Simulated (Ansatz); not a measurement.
# Lattice dynamics of (BP)2(GaN)1 [001] superlattice, started as zinc blende

Aim: the vibrations of (BP)2(GaN)1 [001] superlattice, started as zinc blende, their spectra, and whether the structure is stable.

Method: DFT LDA, scalar-relativistic, plane waves, PAW, in Ansatz 0.2.0.

Most raw output is cut from this account.

The structure was built from a prototype and need not be the compound's stable phase.

## (1) Starting point

Symmetry: Imm2, No. 44, orthorhombic system. The conventional cell has a = 3.201 Å, b = 3.201 Å, c = 13.580 Å, α = 90.00°, β = 90.00°, γ = 90.00°. Nearest to B lie 2 P at 1.96 Å and 2 N at 1.96 Å. Nearest to B lie 4 P at 1.96 Å. Nearest to Ga lie 2 N at 1.96 Å and 2 P at 1.96 Å. N has 2 Ga at 1.96 Å and 2 B at 1.96 Å nearest. Nearest to P lie 4 B at 1.96 Å. P has 2 B at 1.96 Å and 2 Ga at 1.96 Å nearest. Farther neighbours and most contacts between anions are not listed.

## (2) Coarse relaxation

The start is far from rest, so a relaxation with loose tolerances brings it close first.

File input.yaml:

```yaml
crystal:
  lattice:
    - [2.26333, 2.26333, 0.0]
    - [-2.26333, 2.26333, 0.0]
    - [2.26333, 0.0, 6.79]
  atoms:
    - { symbol: B, position: [0.0, 0.0, 0.0] }
    - { symbol: B, position: [0.333333, 0.666667, 0.333333] }
    - { symbol: Ga, position: [0.666667, 0.333333, 0.666667] }
    - { symbol: "N", position: [0.083333, 0.416667, 0.833333] }
    - { symbol: P, position: [0.416667, 0.083333, 0.166667] }
    - { symbol: P, position: [0.75, 0.75, 0.5] }
kpoints:
  mp_grid: { grid: [6, 6, 6] }
hamiltonian:
  xc: lda
scf:
  occupations: { method: gaussian, width: 0.1 }
output:
  forces: true
  stress: true
  eigenvalues: true
relax:
  adjacent_minimum: "off"
  f_tol: 0.05
  max_steps: 80
  cell: { stress_tol: 0.5 }
```

Launch:

```console
$ ansatz run input.yaml --threads 8 --pin off --max-ram 14336MiB --backend cpu --events-out ev --progress --plain --runs-dir out
```

Run time: 7.8 s. Hardware: 8 threads of Arm Neoverse V2, shared host; peak memory 0.44 GiB; 54 s of CPU time.

Step by step:

| step | energy less that of the first step (eV) | largest force component (eV/Å) | pressure (GPa) | volume (Å³) |
| --- | --- | --- | --- | --- |
| 1 | 0.0000 | 8.0504 | 9.75 | 69.57 |
| 2 | -1.9548 | 1.8506 | -1.82 | 70.22 |
| 3 | -2.1925 | 0.5256 | -2.14 | 69.27 |
| 4 | -2.2177 | 0.1791 | -1.01 | 68.69 |
| 5 | -2.2259 | 0.1600 | 0.46 | 67.92 |
| 6 | -2.2279 | 0.0472 | 0.00 | 68.12 |
| 7* | -2.2267 | 0.0470 | -0.01 | 68.12 |

Relaxation steps marked * repeat the geometry before them on a plane-wave basis chosen anew for their cell, so energy and pressure can jump there.

Forces are held to the 4 operations that the run works with; a distortion that breaks them can't arise in this run.

| conventional cell, symmetrised | before | after | change |
| --- | --- | --- | --- |
| a (Å) | 3.201 | 3.073 | -4.0 % |
| b (Å) | 3.201 | 3.225 | +0.8 % |
| c (Å) | 13.580 | 13.745 | +1.2 % |
| volume (Å³/atom) | 11.59 | 11.35 | -2.1 % |

The atoms that moved most (Å, as changes of fractional coordinates times the final cell):

| atom | dx | dy | dz | length |
| --- | --- | --- | --- | --- |
| Ga3 | 0.000 | 0.000 | 0.314 | 0.314 |
| N4 | 0.000 | 0.000 | 0.246 | 0.246 |
| P6 | 0.000 | 0.000 | -0.219 | 0.219 |
| P5 | 0.000 | 0.000 | -0.131 | 0.131 |
| B2 | 0.000 | 0.000 | -0.128 | 0.128 |
| B1 | 0.000 | 0.000 | -0.081 | 0.081 |

Final coordinates:

```
B Ga N P
1.0
     2.28067    2.28067    0.00000
    -2.17284    2.17284    0.00000
     2.22675    0.05392    6.87272
B Ga N P
2 1 1 2
Direct
  0.00591 0.99409 0.98818
  0.34263 0.65737 0.31474
  0.64384 0.35616 0.71233
  0.06545 0.43455 0.86909
  0.42623 0.07377 0.14754
  0.76594 0.73406 0.46811
```

This step gave:

```
pressure          : -0.01161 GPa
volume per atom   : 11.35 Å³
gap on the k-mesh : 0 eV
```

In this step the volume went from 11.59 to 11.35 Å³/atom.

## (3) Relaxation

Harmonic phonons are second derivatives at a point where the forces vanish, and they are wanted at zero stress, so atoms and cell are relaxed first.

File input.yaml:

```yaml
crystal:
  lattice:
    - [2.2806715658, 2.2806715658, 0.0]
    - [-2.1728359229, 2.1728359229, 0.0]
    - [2.2267537444, 0.0539178215, 6.8727200867]
  atoms:
    - { symbol: B, position: [0.0059097492, -0.0059097492, -0.0118194983] }
    - { symbol: B, position: [0.3426289867, 0.6573710133, 0.3147420266] }
    - { symbol: Ga, position: [0.6438364536, 0.3561635464, 0.7123270928] }
    - { symbol: "N", position: [0.0654532766, 0.4345467234, 0.8690934469] }
    - { symbol: P, position: [0.4262283605, 0.0737716395, 0.147543279] }
    - { symbol: P, position: [0.7659431735, 0.7340568265, 0.4681136531] }
kpoints:
  mp_grid: { grid: [12, 12, 12] }
hamiltonian:
  xc: lda
scf:
  occupations: { method: gaussian, width: 0.1 }
output:
  forces: true
  stress: true
  eigenvalues: true
relax:
  adjacent_minimum: "off"
  f_tol: 0.005
  max_steps: 80
  cell: { stress_tol: 0.05 }
```

Run time: 30 s. Hardware: 8 threads; peak memory 0.73 GiB.

The steps of the relaxation:

| step | energy less that of the first step (eV) | largest force component (eV/Å) | pressure (GPa) | volume (Å³) |
| --- | --- | --- | --- | --- |
| 1 | 0.0000 | 0.1946 | 0.17 | 68.12 |
| 2 | -0.0034 | 0.1137 | 0.15 | 68.18 |
| 3 | -0.0045 | 0.0416 | 0.11 | 68.28 |
| 4 | -0.0045 | 0.0084 | -0.03 | 68.33 |
| 5 | -0.0045 | 0.0029 | -0.01 | 68.32 |
| 6* | -0.0050 | 0.0030 | 0.00 | 68.32 |

Relaxation steps marked * repeat the geometry before them on a plane-wave basis chosen anew for their cell, so energy and pressure can jump there.

The run keeps the 4 symmetry operations that it works with, so distortions that break them were not tested.

| conventional cell, symmetrised | before | after | change |
| --- | --- | --- | --- |
| a (Å) | 3.073 | 3.098 | +0.8 % |
| b (Å) | 3.225 | 3.207 | -0.6 % |
| c (Å) | 13.745 | 13.754 | +0.1 % |
| volume (Å³/atom) | 11.35 | 11.39 | +0.3 % |

The atoms that moved most (Å, as changes of fractional coordinates times the final cell):

| atom | dx | dy | dz | length |
| --- | --- | --- | --- | --- |
| P6 | 0.000 | 0.000 | 0.015 | 0.015 |
| Ga3 | 0.000 | 0.000 | -0.014 | 0.014 |
| B1 | 0.000 | 0.000 | -0.006 | 0.006 |
| P5 | 0.000 | 0.000 | 0.005 | 0.005 |

Final coordinates:

```xyz
6
Lattice="2.2675 2.2675 0.0000 -2.1905 2.1905 0.0000 2.2290 0.0385 6.8770" Properties=species:S:1:pos:R:3 pbc="T T T"
B     0.0000    0.0000   -0.0872
B     0.0385    2.2290    2.1640
Ga    2.2675    2.2675    4.8850
N     1.1337    1.1337    5.9761
P     1.1337    1.1337    1.0200
P     1.1722    3.3627    3.2347
```

This step gave:

| Quantity | Value |
| --- | --- |
| pressure | 0.001042 GPa |
| volume per atom | 11.39 Å³ |

In this step the volume went from 11.35 to 11.39 Å³/atom.

## (4) Relaxing to small forces for the phonons

Phonons need a cell at rest on their own settings, so the relaxation is repeated with tight tolerances on forces and stress on the k mesh and occupations of the first response run.

File input.yaml:

```yaml
crystal:
  lattice:
    - [2.267476552, 2.267476552, 0.0]
    - [-2.1905452062, 2.1905452062, 0.0]
    - [2.2290108791, 0.038465673, 6.8770021082]
  atoms:
    - { symbol: B, position: [0.0063404522, -0.0063404522, -0.0126809044] }
    - { symbol: B, position: [0.3426674512, 0.6573325488, 0.3146650977] }
    - { symbol: Ga, position: [0.6448294268, 0.3551705732, 0.7103411465] }
    - { symbol: "N", position: [0.0655022863, 0.4344977137, 0.8689954274] }
    - { symbol: P, position: [0.4258426197, 0.0741573803, 0.1483147606] }
    - { symbol: P, position: [0.7648177638, 0.7351822362, 0.4703644724] }
kpoints:
  mp_grid: { grid: [12, 12, 12] }
hamiltonian:
  xc: lda
scf:
  occupations: { method: methfessel_paxton, width: 0.2 }
output:
  forces: true
  stress: true
  eigenvalues: true
relax:
  adjacent_minimum: "off"
  f_tol: 0.001
  max_steps: 60
  cell: { stress_tol: 0.01 }
```

Run time: 30 s. Hardware: 8 threads; peak memory 0.73 GiB.

The steps of the relaxation:

| step | energy less that of the first step (eV) | largest force component (eV/Å) | pressure (GPa) | volume (Å³) |
| --- | --- | --- | --- | --- |
| 1 | 0.0000 | 0.0173 | 0.01 | 68.32 |
| 2 | 0.0000 | 0.0154 | 0.01 | 68.32 |
| 3 | 0.0000 | 0.0087 | 0.02 | 68.33 |
| 4 | 0.0000 | 0.0013 | 0.00 | 68.34 |
| 5 | 0.0000 | 0.0002 | 0.00 | 68.34 |
| 6* | -0.0001 | 0.0002 | 0.00 | 68.34 |

Relaxation steps marked * repeat the geometry before them on a plane-wave basis chosen anew for their cell, so energy and pressure can jump there.

Forces are held to the 4 operations that the run works with; a distortion that breaks them can't arise in this run.

| conventional cell, symmetrised | before | after | change |
| --- | --- | --- | --- |
| a (Å) | 3.098 | 3.102 | +0.1 % |
| b (Å) | 3.207 | 3.205 | -0.0 % |
| c (Å) | 13.754 | 13.749 | -0.0 % |
| volume (Å³/atom) | 11.39 | 11.39 | +0.0 % |

The relaxed structure:

```
B Ga N P
1.0
     2.26641    2.26641    0.00000
    -2.19313    2.19313    0.00000
     2.22977    0.03664    6.87443
B Ga N P
2 1 1 2
Direct
  0.00636 0.99364 0.98728
  0.34267 0.65733 0.31467
  0.64496 0.35504 0.71008
  0.06550 0.43450 0.86899
  0.42579 0.07421 0.14843
  0.76472 0.73528 0.47055
```

This step gave:

```
pressure : 2.02e-4 GPa
```

The largest force component left is 0.22 meV/Å and the pressure is 0.000 GPa, within the tolerances set. The cell now holds 11.39 Å³/atom.

## (5) Linear response at the zone centre

The zone centre is the only wavevector solved here; it holds the modes that light can see, as far as symmetry allows. No field response is asked, since the mesh shows no gap.

File input.yaml:

```yaml
crystal:
  lattice:
    - [2.2664111837, 2.2664111837, 0.0]
    - [-2.1931281158, 2.1931281158, 0.0]
    - [2.2297696498, 0.036641534, 6.8744289541]
  atoms:
    - { symbol: B, position: [0.0063612515, -0.0063612515, -0.0127225029] }
    - { symbol: B, position: [0.3426650794, 0.6573349206, 0.3146698413] }
    - { symbol: Ga, position: [0.6449598039, 0.3550401961, 0.7100803921] }
    - { symbol: "N", position: [0.0655034774, 0.4344965226, 0.8689930452] }
    - { symbol: P, position: [0.4257869267, 0.0742130733, 0.1484261467] }
    - { symbol: P, position: [0.7647234611, 0.7352765389, 0.4705530779] }
kpoints:
  mp_grid: { grid: [12, 12, 12] }
hamiltonian:
  xc: lda
scf:
  occupations: { method: methfessel_paxton, width: 0.2 }
output:
  eigenvalues: true
phonons:
  method: dfpt
```

It took 4.4 min on 8 threads; peak memory 5 GiB; 31 min of CPU time.

This step gave:

```
sum-rule residual before enforcement                    : 1.05e-4 eV/Å²
point group                                             : mm2
highest optical mode at the zone centre (no LO-TO term) : 823.4 cm⁻¹
lowest optical zone-centre mode                         : -117.8 cm⁻¹
```

Patterns of degenerate modes are one choice out of their space. Modes at Γ, with each element's share of the kinetic energy (negative means imaginary):

| mode | frequency (cm⁻¹) | symmetry | B % | Ga % | N % | P % |
| --- | --- | --- | --- | --- | --- | --- |
| 1 | -117.8 | B1 | 63 | 1 | 35 | 1 |
| 2 | 0.0 | acoustic | 13 | 42 | 8 | 37 |
| 3 | 0.0 | acoustic | 13 | 42 | 8 | 37 |
| 4 | 0.0 | acoustic | 13 | 42 | 8 | 37 |
| 5 | 159.3 | B1 | 11 | 32 | 18 | 39 |
| 6 | 181.5 | B2 | 12 | 44 | 2 | 41 |
| 7 | 273.1 | B2 | 20 | 5 | 0 | 75 |
| 8 | 314.6 | A1 | 9 | 53 | 0 | 38 |
| 9 | 332.3 | B1 | 24 | 10 | 20 | 45 |
| 10 | 372.4 | B1 | 15 | 15 | 18 | 52 |
| 11 | 442.4 | A1 | 12 | 0 | 11 | 76 |
| 12 | 583.8 | A1 | 10 | 5 | 58 | 27 |
| 13 | 597.8 | B2 | 6 | 9 | 78 | 7 |
| 14 | 760.0 | B1 | 73 | 0 | 0 | 27 |
| 15 | 767.5 | B2 | 75 | 0 | 4 | 20 |
| 16 | 795.4 | A1 | 82 | 0 | 0 | 18 |
| 17 | 807.7 | A1 | 73 | 0 | 23 | 4 |
| 18 | 823.4 | B2 | 74 | 0 | 7 | 19 |

Displacements in mode 1 (-117.8 cm⁻¹), the largest set to 1:
```
B1   1.00 -1.00  0.00
B2   0.07 -0.07  0.00
Ga3 -0.06  0.06  0.00
N4  -0.66  0.66  0.00
P5   0.07 -0.07  0.00
P6  -0.01  0.01  0.00
```

Displacements in mode 13 (597.8 cm⁻¹), the largest set to 1:
```
B1   0.30  0.30  0.00
B2  -0.05 -0.05  0.00
Ga3 -0.15 -0.15  0.00
N4   1.00  1.00  0.00
P5  -0.21 -0.21  0.00
P6   0.01  0.01  0.00
```

Before it was imposed, the acoustic sum rule was missed by 1.1e-4 eV/Å². Small misses are needed for a sound result but don't prove that mesh and cutoff are converged. The lowest optical mode is imaginary, 117.8i cm⁻¹, so the energy falls along it.

## (6) Another isotope, element B, natural mass 10.81 amu

An isotope changes the mass and not the force constants, so no new electronic calculation is needed; the shifts show which modes move this element.

The same force constants with the mass of B changed from 10.810 to 10.013 u (phonopy, no LO-TO term). Both lists are sorted by frequency; levels can cross, so a row need not hold one and the same mode. Modes under 3 cm⁻¹ are left out. Isotope shifts, by row:

| q | rank | natural mass (cm⁻¹) | changed mass (cm⁻¹) |
| --- | --- | --- | --- |
| 0 0 0 | 1 | -117.8 | -120.6 |
| 0 0 0 | 5 | 159.3 | 160 |
| 0 0 0 | 6 | 181.5 | 182.3 |
| 0 0 0 | 7 | 273.1 | 275.1 |
| 0 0 0 | 8 | 314.6 | 315.7 |
| 0 0 0 | 9 | 332.3 | 335.3 |
| 0 0 0 | 10 | 372.4 | 374.7 |
| 0 0 0 | 11 | 442.4 | 444.4 |
| 0 0 0 | 12 | 583.8 | 585.9 |
| 0 0 0 | 13 | 597.8 | 598.9 |
| 0 0 0 | 14 | 760 | 782 |
| 0 0 0 | 15 | 767.5 | 790.3 |
| 0 0 0 | 16 | 795.4 | 820.9 |
| 0 0 0 | 17 | 807.7 | 831.1 |
| 0 0 0 | 18 | 823.4 | 847.4 |

A mode of this element alone would shift by +3.90 %. The highest zone-centre frequency without the field goes from 823.4 to 847.4 cm⁻¹ (+2.9 %).

## (7) Isotope substitution, element Ga, natural mass 69.723 amu

The same for Ga, from 69.72 to 70.92 u.

A mode of this element alone would shift by -0.85 %. The highest zone-centre frequency without the field goes from 823.4 to 823.4 cm⁻¹ (-0.0 %).

## (8) Another isotope, element N, natural mass 14.007 amu

The same for N, from 14.01 to 15.00 u.

The same force constants with the mass of N changed from 14.007 to 15.000 u (phonopy, no LO-TO term). Both lists are sorted by frequency; levels can cross, so a row need not hold one and the same mode. Modes under 3 cm⁻¹ are left out. Isotope shifts, by row:

| q | rank | natural mass (cm⁻¹) | changed mass (cm⁻¹) |
| --- | --- | --- | --- |
| 0 0 0 | 1 | -117.8 | -116.4 |
| 0 0 0 | 5 | 159.3 | 158.3 |
| 0 0 0 | 6 | 181.5 | 181.3 |
| 0 0 0 | 7 | 273.1 | 273.1 |
| 0 0 0 | 8 | 314.6 | 314.6 |
| 0 0 0 | 9 | 332.3 | 329.9 |
| 0 0 0 | 10 | 372.4 | 370.2 |
| 0 0 0 | 11 | 442.4 | 440.6 |
| 0 0 0 | 12 | 583.8 | 572.3 |
| 0 0 0 | 13 | 597.8 | 581.9 |
| 0 0 0 | 14 | 760 | 760 |
| 0 0 0 | 15 | 767.5 | 766.4 |
| 0 0 0 | 16 | 795.4 | 795.4 |
| 0 0 0 | 17 | 807.7 | 801.8 |
| 0 0 0 | 18 | 823.4 | 821.7 |

A mode of this element alone would shift by -3.37 %. The highest zone-centre frequency without the field goes from 823.4 to 821.7 cm⁻¹ (-0.2 %).

## (9) Results

- space group after relaxation (within 0.01 Å): Imm2
- volume per atom: 11.4 Å³
- electronic character: no gap on this mesh
- highest optical mode at the zone centre (no LO-TO term): 823 cm⁻¹
- lowest optical zone-centre mode: -118 cm⁻¹
- imaginary modes at Γ (the only wavevector solved): yes

What this shows: A zone-centre mode is imaginary (117.8i cm⁻¹), so this structure is not a minimum of the energy. The optical modes at Γ span -118 to 823 cm⁻¹ (negative means imaginary). No dispersion was computed. The highest mode in this list at Γ, 823.4 cm⁻¹, is mostly motion of B (74 % of the kinetic energy). With no gap, or one that is small against the smearing, the frequencies hang on the k mesh and the smearing, most of all near Kohn anomalies. The starting cell was built on a prototype and not taken from a measurement, so the phase need not exist. These are harmonic frequencies at zero temperature: anharmonic shifts, linewidths and thermal expansion are left out.

[Logs are printed without paths, hosts, clocks, repeated set-up lines and the standing remarks that a program may print on its own settings, such as how far it seeks lower states.]

[Hosts, paths, dates, database ids (printed as entryN), source tags and the programs' standing remarks are cut or masked in the printed files.]
